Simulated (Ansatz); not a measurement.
# Preparing BaLa2S4 (I-42d) as a host crystal, part 2 of 4

Before any defect goes in: BaLa2S4 (I-42d) at rest, and how it screens a charge.

Ansatz 0.2.0; plane-wave PAW DFT, PBEsol; relaxation of the host's cell and atoms (the session's first sound run).

So far: The starting structure; Host cell relaxation. The relaxed cell has a = 8.822, c = 8.780 Å (conventional setting).

### 3. Dielectric tensors of the host

The response to a uniform electric field gives the electronic dielectric tensor.

This step: plane-wave PAW DFPT, PBEsol; dielectric tensors, Born charges and zone-centre modes of the host (Ansatz 0.2.0).

File eps/input.yaml:

```yaml
crystal:
  lattice:
    - [-4.4112080961, 4.4112080961, 4.3900688991]
    - [4.4112080961, -4.4112080961, 4.3900688991]
    - [4.4112080961, 4.4112080961, -4.3900688991]
  atoms:
    - { symbol: Ba, position: [0.25, 0.75, 0.5] }
    - { symbol: Ba, position: [0.5, 0.5, 0.0] }
    - { symbol: La, position: [0.375, 0.2526372639, 0.3776372639] }
    - { symbol: La, position: [0.7473627361, 0.125, 0.1223627361] }
    - { symbol: La, position: [0.875, -0.0026372639, 0.6223627361] }
    - { symbol: La, position: [1.0026372639, 0.625, 0.8776372639] }
    - { symbol: S, position: [0.6396011783, 0.2276343784, 0.7466992208] }
    - { symbol: S, position: [0.4809351576, 0.8929019575, 0.2533007792] }
    - { symbol: S, position: [0.2690648424, 0.0223656216, 0.9119667999] }
    - { symbol: S, position: [0.6429019575, 0.7309351576, 0.7533007792] }
    - { symbol: S, position: [0.9776343784, 0.8896011783, 0.2466992208] }
    - { symbol: S, position: [0.1070980425, 0.3603988217, 0.5880332001] }
    - { symbol: S, position: [0.7723656216, 0.5190648424, 0.4119667999] }
    - { symbol: S, position: [0.1103988217, 0.3570980425, 0.0880332001] }
basis:
  ecutwfc: 420
hamiltonian:
  xc: pbesol
kpoints:
  mp_grid: { grid: [4, 4, 4] }
scf:
  occupations: { method: fixed }
  max_iter: 100
phonons:
  method: dfpt
  dielectric: true
  rigid_motions: translations
```

Started as:

```
$ ansatz run input.yaml --threads 4 --pin off --max-ram 7536MiB --backend cpu --events-out ev --progress --plain --runs-dir out
```

Numbers of over 12 decimals in the logs are rounded to 6 here.

The log of the run:

```text
[...]
Crystal: 14 atoms, lattice volume = 341.701 Å³
Basis set: ecut = 420 eV, 6675 PW (Γ), exchange–correlation on 120×120×120 points (8 copies of the dense FFT grid, shifted against one another)
Bands: 70, of which v1, the nominal top of the filled ones, is band 56 counted from 1 (55 counted from 0)
Symmetry: 8 space group operations
k-points: 36 of 64 (irreducible under 1 space group operation, time reversal used)
[...]
SCF iter   1: F=—  HF=-43480.698696 eV  |F-HF|=—  |Δ(HF+E_count)|=         —  Δρ=5.48e-3  dr2=1.54e-1  ethr=1.77e-3  ⟨swp⟩=6.4  Hψ=11120  notcnv=0  defer=375
[...]
SCF iter   9: F=-43480.669986 eV  HF=-43480.669986 eV  |F-HF|=7.28e-12  |Δ(HF+E_count)|=  9.46e-11  Δρ=5.79e-8  dr2=1.48e-11  ethr=1.00e-12  ⟨swp⟩=22.7  Hψ=20076  notcnv=0
SCF 1 converged in 9 iterations: F = -43480.669986 eV  dr2 = 1.48e-11
[...]
NSCF: frozen V_eff on 1 k-points
DFPT response loops at Γ: preconditioner auto → Resta (q_TF=auto, 2.265 Å⁻¹)  ε∞=5.6 (no band partly filled); β = 1.00, the filter's whole step (`scf.mixing.beta` (0.50) is not read by the response loops at its default; [...]
── the response to a field inside a basis, on 4×4×4 k-points: an SCF that follows is theirs, and a resumed run solves both again ──
Bands: 57, of which v1, the nominal top of the filled ones, is band 56 counted from 1 (55 counted from 0)
k-points: 11 of 64 (time reversal used)
[...]
Eigensolver: Dense (11 Hₖ)
SCF iter   1: F=—  HF=-43480.024167 eV  |F-HF|=—  |Δ(HF+E_count)|=         —  Δρ=5.29e-4  dr2=4.66e-4  ethr=1.00e-1
[...]
SCF iter   5: F=-43480.024246 eV  HF=-43480.024246 eV  |F-HF|=1.10e-8  |Δ(HF+E_count)|=   2.28e-7  Δρ=2.60e-6  dr2=3.49e-8  ethr=4.81e-10
SCF 1 converged in 5 iterations: F = -43480.024246 eV  dr2 = 3.49e-8
[...]
SCF converged after 9 iterations
Free energy (F): -43480.669986 eV
[...]
Internal energy: -43480.669986 eV  (E = F + TS)
E sigma→0 (E₀):  -43480.669986 eV
Fermi energy:    8.957532 eV
[...]
--- Band table (eV; the first three rows and the last of 36) ---
[...]
[... further k-points left out ...]
--- Phonons (Γ-DFPT): 8 representative perturbations + reference, on 36 of 64 k-points (Σ response iterations 32) ---
  k mesh reduced under 1 symmetry operation, with k and −k counted as one. Each operation leaves every solved perturbation unchanged. A smaller set is not considered because the run solves the response to a homogeneous field
  ASR residual: 7.029e-5 → 0.000e0 eV/Å²; symmetrization residual: 3.213e-6 eV/Å²
  ASR residual per site (eV/Å²): 7.03e-5 7.03e-5 4.76e-5 4.76e-5 4.76e-5 4.76e-5 1.64e-5 1.64e-5 1.64e-5 1.64e-5 1.64e-5 1.64e-5 1.64e-5 1.64e-5
  Γ frequencies (cm⁻¹): 0.00 0.00 0.00 81.36 81.36 82.97 83.91 92.42 96.50 98.23 98.23 116.55 120.73 120.73 128.84 131.93 131.93 131.97 152.99 153.34 153.34 173.36 173.42 173.42 178.86 187.39 187.39 195.58 196.15 207.98 207.98 215.54 220.55 220.55 222.68 [...]
  ε∞ (high-frequency dielectric tensor):
        7.762798    -0.000000     0.000000
       -0.000000     7.762798     0.000000
        0.000000     0.000000     7.539679
  ε⁰ (static dielectric tensor: ions relaxed, cell fixed):
       20.969333    -0.000000    -0.000000
       -0.000000    20.969333    -0.000000
       -0.000000    -0.000000    18.134074
  ε⁰ − ε∞ (ionic part):
       13.206535    -0.000000    -0.000000
       -0.000000    13.206535    -0.000000
       -0.000000    -0.000000    10.594395
  softest optical mode at Γ: 81.36 cm⁻¹; the repairs (sum rule, projections) moved no ω² at Γ by more than (1.16 cm⁻¹)²
  Born effective charges Z* (e; rows j = field, columns β = displacement):
    site 0:
         2.58085   -0.09967    0.00000
         0.09967    2.58085    0.00000
         0.00000    0.00000    2.90293
    site 1:
         2.58085    0.09967    0.00000
        -0.09967    2.58085    0.00000
         0.00000    0.00000    2.90293
    site 2:
         3.83431   -0.00000    0.00000
        -0.00000    4.26858    0.47456
         0.00000    0.45749    4.04797
    site 3:
         4.26858    0.00000   -0.47456
        -0.00000    3.83431    0.00000
        -0.45749    0.00000    4.04797
    site 4:
         3.83431   -0.00000    0.00000
        -0.00000    4.26858   -0.47456
         0.00000   -0.45749    4.04797
    site 5:
         4.26858    0.00000    0.47456
        -0.00000    3.83431    0.00000
         0.45749    0.00000    4.04797
    site 6:
        -2.41966    0.13760   -0.18118
         0.16563   -2.92221    0.21240
        -0.10883    0.28345   -2.74972
    site 7:
        -2.41966    0.13760    0.18118
         0.16563   -2.92221   -0.21240
         0.10883   -0.28345   -2.74972
    site 8:
        -2.41966   -0.13760   -0.18118
        -0.16563   -2.92221   -0.21240
        -0.10883   -0.28345   -2.74972
    site 9:
        -2.92221    0.16563   -0.21240
         0.13760   -2.41966    0.18118
        -0.28345    0.10883   -2.74972
    site 10:
        -2.92221    0.16563    0.21240
[...]
site 11:
[...]
site 12:
[...]
site 13:
[...]
Z* charge neutrality: 7.702e-2 e pre-enforcement
  solved inside a basis spanned on kpoints, on 4×4×4 k-points, its susceptibility summed on 8×8×8: ε∞ is read to err by 4.2e-2, Z* by 3.1e-2 e (field_mesh: kpoints solves on kpoints); Z* is corrected for what the basis lacks
  optical modes at Γ without the LO–TO term, one row a degenerate level:
      ω (cm⁻¹)  modes    IR ((D/Å)²/amu)
[...]
optical modes at Γ + LO–TO along q̂ = [1.0000, 0.0000, 0.0000]:
      ω (cm⁻¹)  modes    IR ((D/Å)²/amu)
[...]
optical modes at Γ + LO–TO along q̂ = [0.0000, 1.0000, 0.0000]:
      ω (cm⁻¹)  modes    IR ((D/Å)²/amu)
[...]
optical modes at Γ + LO–TO along q̂ = [0.0000, 0.0000, 1.0000]:
      ω (cm⁻¹)  modes    IR ((D/Å)²/amu)
[...]
196.15      1             0.0000
        207.98      2             1.9303
        215.54      1             0.0000
        217.12      1             0.7140
        220.55      2             2.6934
        234.13      1             0.0000
        241.52      1             0.0000
        254.62      1             0.0000
        262.33      1             0.0000
        264.45      2             0.5850
        273.98      1             0.0000
        294.38      1            56.5011
```

It took 11 min on 4 threads of Intel Xeon Platinum 8175M at 2.50GHz (Skylake/Cascade Lake), shared host; peak memory 4.6 GiB; 39 min of CPU time.

Electronic dielectric tensor:

```
7.76 0.00 0.00
0.00 7.76 0.00
0.00 0.00 7.54
```

Static dielectric tensor:

```
20.97  0.00  0.00
 0.00 20.97  0.00
 0.00  0.00 18.13
```

The principal values of the electronic dielectric tensor are 7.54, 7.76 and 7.76. The principal values of the static dielectric tensor are 18.13, 20.97 and 20.97.

### 4. Primitive cell on a dense mesh

A dense mesh gives the host's converged energy, against which the supercell's sampling is tested.

This step: plane-wave PAW DFT, PBEsol; single point of the host's primitive cell on a dense mesh (Ansatz 0.2.0).

dense/input.yaml, as its differences from eps/input.yaml of step 3:

```diff
@@ -22,2 +22,3 @@
   ecutwfc: 420
+  xc_grid: 2
 hamiltonian:
@@ -25,9 +26,5 @@
 kpoints:
-  mp_grid: { grid: [4, 4, 4] }
+  mp_grid: { grid: [5, 5, 5] }
 scf:
-  occupations: { method: fixed }
-  max_iter: 100
-phonons:
-  method: dfpt
-  dielectric: true
-  rigid_motions: translations
+  occupations: { method: fermi_dirac, width: 0.01 }
+  max_iter: 80
```

The log of the run:

```text
[...]
Crystal: 14 atoms, lattice volume = 341.701 Å³
Basis set: ecut = 420 eV, 6675 PW (Γ), exchange–correlation on 108×108×108 points (8 copies of the dense FFT grid, shifted against one another)
Bands: 70, of which v1, the nominal top of the filled ones, is band 56 counted from 1 (55 counted from 0)
Symmetry: 8 space group operations
[...]
k-points: 18 of 125 (time reversal used)
[...]
SCF iter   1: F=—  HF=-43480.697506 eV  |F-HF|=—  |Δ(HF+E_count)|=         —  Δρ=5.45e-3  dr2=1.50e-1  ethr=1.77e-3  ⟨swp⟩=11.3  Hψ=6157  notcnv=0
[...]
SCF iter   7: F=-43480.670100 eV  HF=-43480.670100 eV  |F-HF|=4.13e-9  |Δ(HF+E_count)|=   1.02e-7  Δρ=1.70e-6  dr2=1.02e-8  ethr=3.05e-10  ⟨swp⟩=2.0  Hψ=2250  notcnv=0
SCF 1 converged in 7 iterations: F = -43480.670100 eV  dr2 = 1.02e-8
[...]
SCF converged after 7 iterations
Free energy (F): -43480.670100 eV
[...]
Internal energy: -43480.670100 eV  (E = F + TS)
E sigma→0 (E₀):  -43480.670100 eV
Fermi energy:    9.918987 eV
[...]
```

The job ended after 11 s (4 threads; peak memory 1.1 GiB).

### 5. Self-consistent run

This step: plane-wave PAW DFT, PBEsol; single point of the defect-free supercell, a test of its k-points (Ansatz 0.2.0).

System of this step: BaLa2S4 (I-42d). The cell holds 56 atoms: 8 Ba, 16 La and 32 S. Its edges and angles: a = 12.447 Å, b = 12.447 Å, c = 12.477 Å, α = 59.9°, β = 59.9°, γ = 60.2°.

File pristine.sampling/input.yaml:

```yaml
crystal:
  lattice:
    - [0.0, 8.8224161922, 8.7801377982]
    - [8.8224161922, 0.0, 8.7801377982]
    - [8.8224161922, 8.8224161922, 0.0]
  atoms:
    - { symbol: Ba, position: [0.125, 0.625, 0.375] }
    - { symbol: Ba, position: [0.375, 0.875, 0.625] }
    - { symbol: Ba, position: [0.625, 0.125, 0.875] }
    - { symbol: Ba, position: [0.875, 0.375, 0.125] }
    - { symbol: Ba, position: [0.0, 0.0, 0.5] }
    - { symbol: Ba, position: [0.25, 0.25, 0.75] }
    - { symbol: Ba, position: [0.5, 0.5, 0.0] }
    - { symbol: Ba, position: [0.75, 0.75, 0.25] }
    - { symbol: La, position: [0.1236813681, 1.0013186319, 0.1263186319] }
    - { symbol: La, position: [0.3736813681, 0.2513186319, 0.3763186319] }
    - { symbol: La, position: [0.6236813681, 0.5013186319, 0.6263186319] }
    - { symbol: La, position: [0.8736813681, 0.7513186319, 0.8763186319] }
    - { symbol: La, position: [-0.0013186319, 0.3763186319, 0.3736813681] }
    - { symbol: La, position: [0.2486813681, 0.6263186319, 0.6236813681] }
    - { symbol: La, position: [0.4986813681, 0.8763186319, 0.8736813681] }
    - { symbol: La, position: [0.7486813681, 0.1263186319, 0.1236813681] }
    - { symbol: La, position: [0.2513186319, 0.3736813681, -0.0013186319] }
    - { symbol: La, position: [0.5013186319, 0.6236813681, 0.2486813681] }
    - { symbol: La, position: [0.7513186319, 0.8736813681, 0.4986813681] }
    - { symbol: La, position: [1.0013186319, 0.1236813681, 0.7486813681] }
    - { symbol: La, position: [0.1263186319, 0.7486813681, 1.0013186319] }
    - { symbol: La, position: [0.3763186319, -0.0013186319, 0.2513186319] }
    - { symbol: La, position: [0.6263186319, 0.2486813681, 0.5013186319] }
    - { symbol: La, position: [0.8763186319, 0.4986813681, 0.7513186319] }
    - { symbol: S, position: [0.2361174839, 0.824150684, 0.3432155264] }
    - { symbol: S, position: [0.4861174839, 0.074150684, 0.5932155264] }
    - { symbol: S, position: [0.7361174839, 0.324150684, 0.8432155264] }
    - { symbol: S, position: [0.9861174839, 0.574150684, 0.0932155264] }
    - { symbol: S, position: [0.074150684, 0.4861174839, 0.8465163056] }
    - { symbol: S, position: [0.324150684, 0.7361174839, 0.0965163056] }
    - { symbol: S, position: [0.574150684, 0.9861174839, 0.3465163056] }
    - { symbol: S, position: [0.824150684, 0.2361174839, 0.5965163056] }
    - { symbol: S, position: [0.2182155264, 0.9715163056, 0.8611174839] }
    - { symbol: S, position: [0.4682155264, 0.2215163056, 0.1111174839] }
    - { symbol: S, position: [0.7182155264, 0.4715163056, 0.3611174839] }
    - { symbol: S, position: [0.9682155264, 0.7215163056, 0.6111174839] }
    - { symbol: S, position: [0.1111174839, 0.199150684, 0.2215163056] }
    - { symbol: S, position: [0.3611174839, 0.449150684, 0.4715163056] }
    - { symbol: S, position: [0.6111174839, 0.699150684, 0.7215163056] }
    - { symbol: S, position: [0.8611174839, 0.949150684, 0.9715163056] }
    - { symbol: S, position: [0.199150684, 0.1111174839, 0.4682155264] }
    - { symbol: S, position: [0.449150684, 0.3611174839, 0.7182155264] }
    - { symbol: S, position: [0.699150684, 0.6111174839, 0.9682155264] }
    - { symbol: S, position: [0.949150684, 0.8611174839, 0.2182155264] }
    - { symbol: S, position: [0.0932155264, 0.3465163056, 0.574150684] }
    - { symbol: S, position: [0.3432155264, 0.5965163056, 0.824150684] }
    - { symbol: S, position: [0.5932155264, 0.8465163056, 0.074150684] }
    - { symbol: S, position: [0.8432155264, 0.0965163056, 0.324150684] }
    - { symbol: S, position: [0.0965163056, 0.8432155264, 0.7361174839] }
    - { symbol: S, position: [0.3465163056, 0.0932155264, 0.9861174839] }
    - { symbol: S, position: [0.5965163056, 0.3432155264, 0.2361174839] }
    - { symbol: S, position: [0.8465163056, 0.5932155264, 0.4861174839] }
    - { symbol: S, position: [0.2215163056, 0.4682155264, 0.199150684] }
    - { symbol: S, position: [0.4715163056, 0.7182155264, 0.449150684] }
    - { symbol: S, position: [0.7215163056, 0.9682155264, 0.699150684] }
    - { symbol: S, position: [0.9715163056, 0.2182155264, 0.949150684] }
basis:
  ecutwfc: 420
  xc_grid: 2
hamiltonian:
  xc: pbesol
kpoints:
  mp_grid: { grid: [1, 1, 1], shift: [0.25, 0.25, 0.25] }
scf:
  occupations: { method: fermi_dirac, width: 0.01 }
  max_iter: 80
```

The log of the run:

```text
[...]
Crystal: 56 atoms, lattice volume = 1366.805 Å³
Basis set: ecut = 420 eV, 26637 PW (Γ), exchange–correlation on 180×180×180 points (8 copies of the dense FFT grid, shifted against one another)
Bands: 280, of which v1, the nominal top of the filled ones, is band 224 counted from 1 (223 counted from 0)
Symmetry: 8 space group operations
k-points: 1
[...]
SCF iter   1: F=—  HF=-173922.525420 eV  |F-HF|=—  |Δ(HF+E_count)|=         —  Δρ=5.31e-3  dr2=5.57e-1  ethr=1.77e-3  ⟨swp⟩=11.0  Hψ=1298  notcnv=0  defer=7
[...]
SCF iter   7: F=-173922.424531 eV  HF=-173922.424531 eV  |F-HF|=3.32e-9  |Δ(HF+E_count)|=   3.78e-7  Δρ=1.78e-6  dr2=5.37e-8  ethr=2.23e-10  ⟨swp⟩=3.0  Hψ=525  notcnv=0
SCF 1 converged in 7 iterations: F = -173922.424531 eV  dr2 = 5.37e-8
[...]
SCF converged after 7 iterations
Free energy (F): -173922.424531 eV
[...]
Internal energy: -173922.424531 eV  (E = F + TS)
E sigma→0 (E₀):  -173922.424531 eV
Fermi energy:    9.958057 eV
[...]
```

Run time: 18 s. Hardware: 4 threads; peak memory 2.5 GiB; 62 s of CPU time.

Numbers from this step:

| Property | Result |
| --- | --- |
| energy over dense mesh | 0.004569 eV/atom |

(Part 2 of 4 ends here.)

[Logs are printed without paths, hosts, clocks, repeated set-up lines and the standing remarks that a program may print on its own settings, such as how far it seeks lower states.]

[Hosts, paths, dates, database ids (printed as entryN), source tags and the programs' standing remarks are cut or masked in the printed files.]

[Runs of the host that timed out are not shown.]

[For some hosts the program warned that the k-mesh of the response run may be too coarse for force constants and the static dielectric constant; such warnings are not always shown.]
